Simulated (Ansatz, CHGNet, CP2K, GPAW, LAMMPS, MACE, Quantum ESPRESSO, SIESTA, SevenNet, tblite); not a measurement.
## tblite runs on amorphous 63GeO2-24PbO-13Al2O3 (mol %) (115 atoms)

Aim: run amorphous 63GeO2-24PbO-13Al2O3 (mol %) (115 atoms) in tblite and see how near its forces come to a plane-wave reference, and at what cost.

Program: tblite 0.8.0. Level of theory: the method is named at each step. Results are calculated unless marked as measured.

**1. Starting point**

The cell holds 115 atoms: 24 Ge, 9 Pb, 10 Al and 72 O. Cell: a = 12.017 Å, b = 12.017 Å, c = 12.017 Å, α = 90.0°, β = 90.0°, γ = 90.0°. 115 atoms (24 Ge, 9 Sr, 10 Al, 72 O) placed at random at 3.86 g/cm³, melted at 5000 K for 10 ps at fixed volume with the Morse and Coulomb pair potential with partial charges (Pedone, Malavasi, Menziani, Cormack and Segre, J. Phys. Chem. B 110, 11780 (2006)). Quenched from 5000 K to 300 K at 100 K/ps and fixed volume, held 10 ps at zero pressure, then minimised at fixed cell. Then Sr was replaced by Pb and the cell scaled by 1.008 (the potential has no terms for the new elements, so the cell is a start for a DFT relaxation).

The yardstick, on the same geometry:

- method: Kohn-Sham DFT, PBE, PAW, plane waves (Ansatz 0.2.0); cutoff 420 eV, Γ point, fermi-dirac smearing of 0.05 eV; PAW set soft_2
- r.m.s. force component: 0.7747 eV/Å
- longest force: 2.56 eV/Å
- pressure: 3.7 GPa
- gap (highest filled to lowest empty level): 2.147 eV
- SCF cycles: 10
- time: 22 s on 8 threads of Arm Neoverse V2, shared host
- CPU time: 2.8 min

**2. IPEA1-xTB**

Method: IPEA1-xTB tight binding, diagonalisation.

run.py reads:

```python
import numpy as np
from ase.io import read
from tblite.ase import TBLite

atoms = read("structure.xyz")
atoms.calc = TBLite(method="IPEA1-xTB", electronic_temperature=580, accuracy=1.0, max_iterations=250, mixer_damping=0.4, verbosity=1)
energy = atoms.get_potential_energy()
forces = atoms.get_forces()
print(f"energy {energy:.6f} eV")
print("forces (eV/A)")
for i, (a, f) in enumerate(zip(atoms, forces)):
    print(f"{i:4d} {a.symbol:2s} {f[0]:10.5f} {f[1]:10.5f} {f[2]:10.5f}")
stress = -atoms.get_stress(voigt=False) * 160.21766
print("stress (GPa, compression positive)")
for row in stress:
    print(" ".join(f"{x:10.4f}" for x in row))
print("charges (e)")
print(np.array2string(atoms.get_charges(), precision=4, suppress_small=True, max_line_width=110, threshold=100000))
```

structure.xyz reads:

```xyz
115
Lattice="12.01659 0.00000 0.00000 0.00000 12.01659 0.00000 0.00000 0.00000 12.01659" Properties=species:S:1:pos:R:3 pbc="T T T"
Ge 7.92013 1.16200 5.54998
Ge 6.31376 9.21060 4.27250
Ge 10.02388 3.58359 10.49865
Ge 0.11223 7.53729 0.56370
Ge 3.48866 9.07661 2.48803
Ge 11.78743 11.99436 9.26503
Ge 0.96481 1.14061 6.48115
Ge 1.05758 2.91691 10.62531
Ge 7.77449 4.96165 3.89097
Ge 5.48233 1.31510 3.15508
Ge 3.34914 10.42319 11.50348
Ge 4.35061 4.99674 8.07875
Ge 7.08714 5.03495 11.10862
Ge 9.90023 2.70385 2.63968
Ge 2.42579 6.65671 5.86061
Ge 6.87601 6.65431 6.47454
Ge 1.44343 0.82638 1.03571
Ge 3.84483 1.63077 8.11853
Ge 6.39223 11.32492 0.52573
Ge 9.48722 10.46573 4.22744
Ge 11.04084 6.10984 5.49519
Ge 9.33749 10.37272 10.37428
Ge 10.20533 3.14690 7.02406
Ge 2.33987 5.84703 2.69700
Pb 2.52649 10.23032 7.59725
Pb 2.69196 6.08280 11.18733
Pb 9.56497 6.70766 9.12155
Pb 7.16946 1.40522 9.26948
Pb 4.51836 2.74375 11.58604
Pb 8.17957 7.83145 0.95892
Pb 5.42633 8.35826 9.89542
Pb 3.96211 3.54021 5.04216
Pb 0.89956 9.40058 4.44181
Al 9.10749 0.77964 0.19563
Al 5.70055 11.28995 6.67534
Al 7.53464 9.32151 8.16720
Al 1.02201 2.70517 3.59801
Al 10.53723 9.00764 6.92360
Al 5.28874 4.51139 2.03717
Al 0.02295 8.93998 9.84615
Al 2.61637 0.13807 3.96656
Al 11.03351 10.67181 1.18171
Al 10.13227 5.69995 2.16887
O 5.79716 0.14612 1.94080
O 1.78891 1.18423 2.70373
O 0.57680 7.62837 10.89052
O 8.72032 3.53011 3.64019
O 0.70021 6.58629 5.59432
O 2.97387 5.66847 7.18232
O 8.85575 4.78416 10.92981
O 4.07603 1.02429 4.10487
O 8.77187 2.42122 6.38057
O 2.53995 11.78563 0.20368
O 8.03033 9.51173 4.05764
O 9.18704 1.41207 1.77834
O 10.27875 4.06521 1.61191
[... 55 atom lines left out ...]
O 11.83250 8.81321 8.11865
O 10.57796 6.89764 0.98560
O 8.37580 5.96419 2.60520
O 2.75204 8.32125 6.00998
```

Launch:

```sh
$ OMP_NUM_THREADS=1 python run.py > output.txt
```

The log of the run:

```text
------------------------------------------------------------
  cycle        total energy    energy error   density error
------------------------------------------------------------
      1     -381.0419287846  -3.8182120E+02   8.1771717E-01
      2     -409.0069064695  -2.7964978E+01   7.9256303E-01
      3     -418.4817310548  -9.4748246E+00   4.3463379E-01
      4     -417.3223835305   1.1593475E+00   3.4509321E-01
      5     -404.9589215905   1.2363462E+01   3.6856399E-01
      6     -421.2974047631  -1.6338483E+01   1.5679571E-01
      7     -423.3004306938  -2.0030259E+00   9.1233302E-02
      8     -423.6311152758  -3.3068458E-01   6.1493488E-02
      9     -423.6891239927  -5.8008717E-02   4.7476472E-02
     10     -423.7176185899  -2.8494597E-02   3.3876262E-02
     11     -423.7558465094  -3.8227919E-02   7.4498733E-03
     12     -423.7624358894  -6.5893800E-03   5.6311219E-03
     13     -423.7645394449  -2.1035555E-03   2.6839454E-03
     14     -423.7647611534  -2.2170853E-04   2.2236512E-03
     15     -423.7649200668  -1.5891341E-04   1.6303942E-03
     16     -423.7650281837  -1.0811690E-04   5.2159800E-04
     17     -423.7650420089  -1.3825197E-05   9.8202648E-05
     18     -423.7650424677  -4.5877977E-07   7.6973740E-05
     19     -423.7650427397  -2.7203913E-07   6.0032429E-05
     20     -423.7650430716  -3.3192816E-07   2.0431391E-05
     21     -423.7650431013  -2.9605815E-08   1.0867819E-05
------------------------------------------------------------
 total:                                   8.203 sec
energy -11531.234171 eV
forces (eV/A)
   0 Ge   -0.04537   -0.38506    0.09871
   1 Ge   -0.06686    0.36438    0.28382
   2 Ge   -0.28687   -0.09205   -0.15645
   3 Ge    0.05132    0.14845    0.28585
   4 Ge   -0.41724    0.24434    0.05086
   5 Ge    0.07953   -0.51849    0.30776
   6 Ge    0.33679   -0.10909    0.05398
   7 Ge   -0.34557   -0.28410    0.22640
   8 Ge   -0.38742    0.01621   -0.07113
   9 Ge    0.08752    0.40305   -0.46413
  10 Ge    0.06488    0.00312   -0.08159
  11 Ge    0.05362    0.44365   -0.03572
  12 Ge   -0.03377   -0.24258    0.13147
  13 Ge    0.21009    0.33995   -0.48724
  14 Ge   -0.08730    0.21749    0.37112
  15 Ge   -0.09712   -0.32391   -0.09391
  16 Ge    0.03283   -0.23611   -0.06989
  17 Ge    0.28919   -0.25458   -0.24030
  18 Ge    0.08024   -0.08487   -0.03570
  19 Ge    0.08855   -0.05067    0.01923
  20 Ge   -0.01200    0.23357   -0.48738
  21 Ge   -0.25049   -0.21713    0.10895
  22 Ge    0.02480    0.19415    0.25683
  23 Ge    0.39746   -0.27880   -0.19516
[...]
107 O     0.24466   -0.66791    0.87593
 108 O     1.13146   -0.43281    1.59166
 109 O     1.06443   -0.65565   -0.40292
 110 O     1.08242    1.24016   -0.29651
 111 O     0.79899   -0.14743   -0.64001
 112 O    -1.45481   -0.30658   -0.18237
 113 O     0.19287    1.56390   -1.46282
 114 O    -0.15901    1.49423   -0.04473
stress (GPa, compression positive)
    1.3453     0.3190    -0.7043
    0.3190    -0.1953    -0.4872
   -0.7043    -0.4872     0.4467
charges (e)
[ 0.2889  0.2744  0.2682  0.2568  0.2556  0.2785  0.2957  0.2674  0.2885  0.2636  0.2533  0.247   0.2187
  0.274   0.2436  0.2673  0.277   0.2426  0.247   0.2681  0.2645  0.2682  0.2717  0.2835  0.7996  0.8017
  0.8145  0.8156  0.8109  0.7992  0.7902  0.8143  0.8117  0.5785  0.5475  0.5201  0.5615  0.5295  0.542
  0.5285  0.5687  0.5716  0.5673 -0.2246 -0.2578 -0.2762 -0.2307 -0.2446 -0.2518 -0.2393 -0.2748 -0.2129
 -0.2352 -0.2322 -0.2544 -0.2937 -0.2983 -0.2984 -0.2254 -0.3073 -0.2206 -0.2537 -0.293  -0.2274 -0.2334
 -0.2807 -0.2725 -0.2309 -0.243  -0.2944 -0.2835 -0.3037 -0.21   -0.245  -0.2749 -0.225  -0.2545 -0.2211
 -0.278  -0.3008 -0.2811 -0.2783 -0.2147 -0.2789 -0.2318 -0.2302 -0.3595 -0.3455 -0.2802 -0.2932 -0.2842
 -0.2973 -0.2573 -0.2812 -0.211  -0.254  -0.2497 -0.297  -0.2448 -0.2395 -0.2942 -0.2997 -0.2994 -0.2388
 -0.281  -0.2925 -0.2679 -0.2626 -0.2625 -0.223  -0.2932 -0.3633 -0.2783 -0.2776 -0.2897]
```

Wall time 8.8 s (1 thread of Arm Neoverse V2, shared host); peak memory 0.16 GiB.

Banners, paths, timers and routine set-up lines are dropped from the logs unmarked, and long logs keep their key lines alone; longer cuts are marked.

Against the reference:

```yaml
r_m_s_force_component: 0.651 eV/Å
r_m_s_difference_of_force_components: 459.2 meV/Å
longest_difference_of_force_vectors: 1930 meV/Å
force_difference_over_r_m_s_force: 59.28 %
slope_of_forces_against_the_reference_s: 0.6774
correlation_of_force_components: 0.8061
pressure: 0.5322 GPa
pressure_difference: -3.168 GPa
```

Length of the force difference by element (eV/Å):

| element | atoms | mean | most |
| --- | --- | --- | --- |
| Al | 10 | 1.1 | 1.9 |
| Ge | 24 | 1.1 | 1.9 |
| O | 72 | 0.45 | 1.2 |
| Pb | 9 | 0.78 | 1.5 |

Local excerpt of 12 atoms (numbers count through the whole input) about O112, whose charge lies farthest from its element's mean; x, y, z are measured from there.

| atom | x | y | z | distance (Å) | Mulliken charge (e) | Fx | Fy | Fz (eV/Å) |
| --- | --- | --- | --- | --- | --- | --- | --- | --- |
| O112 | 0.00 | 0.00 | 0.00 | 0.00 | -0.36 | 0.80 | -0.15 | -0.64 |
| Al40 | 0.21 | 0.13 | 1.73 | 1.74 | 0.53 | -0.47 | 0.00 | -0.10 |
| Al38 | -1.30 | 0.19 | -1.20 | 1.77 | 0.53 | 0.27 | -0.36 | -0.28 |
| O70 | -1.58 | 0.09 | 2.22 | 2.73 | -0.29 | 0.34 | -2.13 | -0.22 |
| O91 | -1.59 | -1.53 | -1.63 | 2.74 | -0.28 | -0.88 | 0.29 | 0.73 |
| O80 | 0.55 | 1.81 | 2.04 | 2.78 | -0.30 | 1.45 | -0.28 | 1.23 |
| O87 | -2.76 | 0.82 | -0.57 | 2.94 | -0.36 | 0.41 | 0.53 | -0.57 |
| O65 | 0.54 | 2.96 | -0.45 | 3.05 | -0.23 | 0.32 | -1.14 | -1.30 |
| Pb25 | 2.71 | 1.42 | -0.52 | 3.10 | 0.80 | -0.38 | -0.04 | -0.05 |
| O46 | 0.76 | -1.18 | 2.77 | 3.11 | -0.28 | 1.03 | -0.65 | -1.25 |
| O107 | -1.18 | 0.95 | -2.78 | 3.17 | -0.27 | 0.51 | 0.05 | 0.30 |
| Pb27 | -2.27 | -2.11 | 1.00 | 3.25 | 0.81 | -0.73 | 0.86 | -0.34 |

Atoms are counted from 1 here, from 0 in the log.

Forces lie 59 % from the reference's, at 0.053 times its CPU time (on 1 against 8 cores).

**3. GFN2-xTB**

Method: GFN2-xTB tight binding, diagonalisation.

run.py, as its differences from that of step 2:

```diff
@@ -5,3 +5,3 @@
 atoms = read("structure.xyz")
-atoms.calc = TBLite(method="IPEA1-xTB", electronic_temperature=580, accuracy=1.0, max_iterations=250, mixer_damping=0.4, verbosity=1)
+atoms.calc = TBLite(method="GFN2-xTB", electronic_temperature=580, accuracy=1.0, max_iterations=250, mixer_damping=0.4, verbosity=1)
 energy = atoms.get_potential_energy()
```

structure.xyz is that of step 2.

The log of the run:

```text
------------------------------------------------------------
  cycle        total energy    energy error   density error
------------------------------------------------------------
      1     -363.4517637010  -3.6431646E+02   4.5249806E-01
      2     -366.6203084571  -3.1685448E+00   4.0735918E-01
      3     -373.4068738030  -6.7865653E+00   2.5388979E-01
[... lines left out ...]
   -2.3450     0.3379    -0.5677
    0.3379    -4.3051    -0.3329
   -0.5677    -0.3329    -3.1195
charges (e)
[ 0.5708  0.567   0.5719  0.5635  0.5702  0.5853  0.5997  0.5688  0.5836  0.5687  0.5612  0.5666  0.5501
  0.562   0.5615  0.5684  0.5653  0.5551  0.5542  0.5589  0.5544  0.5809  0.5614  0.5889  0.6893  0.685
  0.7218  0.7664  0.6748  0.7116  0.6572  0.6709  0.652   0.5236  0.4832  0.4871  0.485   0.4758  0.482
  0.5082  0.5192  0.4831  0.5184 -0.3341 -0.2775 -0.3474 -0.3794 -0.364  -0.3535 -0.353  -0.3365 -0.3018
 -0.3248 -0.3046 -0.3206 -0.3586 -0.374  -0.32   -0.3601 -0.4118 -0.3077 -0.2765 -0.3384 -0.3161 -0.3481
 -0.3382 -0.3036 -0.3521 -0.3615 -0.3825 -0.3365 -0.3611 -0.3287 -0.3577 -0.3554 -0.3119 -0.3526 -0.3125
 -0.3223 -0.3874 -0.3091 -0.3682 -0.3169 -0.3607 -0.3246 -0.3359 -0.387  -0.3367 -0.372  -0.4117 -0.3381
 -0.3414 -0.3731 -0.3343 -0.2883 -0.3664 -0.3778 -0.3498 -0.3723 -0.3727 -0.3571 -0.3946 -0.3859 -0.3362
 -0.3102 -0.3542 -0.3276 -0.3216 -0.3325 -0.2967 -0.3582 -0.3734 -0.3537 -0.3521 -0.3695]
```

Elapsed: 9.9 s, on 1 thread; peak memory 0.15 GiB.

Numbers from this run, and their distance from the reference:

* r.m.s. force component: 0.4029 eV/Å
* r.m.s. difference of force components: 578 meV/Å
* longest difference of force vectors: 2785 meV/Å
* force difference over r.m.s. force: 74.61 %
* slope of forces against the reference's: 0.3569
* correlation of force components: 0.6863
* pressure: -3.256 GPa
* pressure difference: -6.956 GPa

Against the first run (59 %), the force difference from the reference is 75 %, at 1.1 times the CPU time.

**4. All runs compared**

Differences are against the plane-wave reference, forces as r.m.s. over components; share is that over the reference's r.m.s. force, slope the least-squares factor from reference forces to these. Total energies of different programs have different zeros and aren't compared.

| run | Δ force, r.m.s. (meV/Å) | share (%) | slope | Δ pressure (GPa) | cores | CPU time | memory (GiB) |
| --- | --- | --- | --- | --- | --- | --- | --- |
| reference | - | - | - | - | 8 | 2.8 min | 2.8 |
| tblite IPEA1-xTB | 459 | 59.3 | 0.677 | -3.17 | 1 | 8.8 s | 0.16 |
| tblite GFN2-xTB | 578 | 74.6 | 0.357 | -6.96 | 1 | 9.9 s | 0.15 |

CPU time is summed over cores on a shared host, where runs went side by side, so it is rough. Symmetry, cutoffs, thresholds, outputs and thread counts weren't matched or tuned between programs; memory under MPI is the largest rank's times the ranks.

Mean charges by element (e), by run and scheme:

| run | scheme | Ge | Pb | Al | O |
| --- | --- | --- | --- | --- | --- |
| reference | Löwdin | +1.59 | +1.13 | +1.30 | -0.79 |
| tblite IPEA1-xTB | Mulliken | +0.27 | +0.81 | +0.55 | -0.27 |
| tblite GFN2-xTB | Mulliken | +0.57 | +0.69 | +0.50 | -0.34 |

The reference's Löwdin charges lack the electrons that the projection spills, 0.042 e an atom on average.

**5. Results**

```json
{
 "nearest in forces": "tblite IPEA1-xTB, 59 %",
 "its CPU time": "8.8 s"
}
```

Tight binding differs by 59 % (tblite IPEA1-xTB) to 75 % (tblite GFN2-xTB); it is another model, with fitted parameters of its own, and the xTB methods hold dispersion. IPEA1-xTB was fitted to ionisation energies and electron affinities, not to forces or charges. Of the electronic-structure runs that take under half the reference's CPU time, tblite IPEA1-xTB comes nearest, at 59 % in 8.8 s against 2.8 min; its pressure misses by -3.2 GPa. Charges hang on model, scheme and program or settings: among these rows the mean for Ge runs from +0.27 to +1.59 e. Periodic xTB results under one method name differ between programs and library versions. The quench rate of 100 K/ps is many orders above laboratory rates, so the cell is likely richer in defects and strain than a real sample. The network of bonds at the start is that of the classical potential that made the cell, and needn't be the one that DFT or experiment would give. The reference's pressure of 3.7 GPa belongs to a cell and atoms that aren't relaxed at this level. The electronic-structure runs sample only Γ, in a cell whose shortest periodic width is 12 Å. Spin–orbit coupling is left out, which matters for the levels of the heavy elements.

[Also dropped from logs without a mark: logging warnings of Python, and SIESTA's first energy breakdown and zero terms.]

[Logs are printed without paths, hosts, clocks, repeated set-up lines and the standing remarks that a program may print on its own settings, such as how far it seeks lower states.]

[Hosts, paths, dates, database ids (printed as entryN), source tags and the programs' standing remarks are cut or masked in the printed files.]
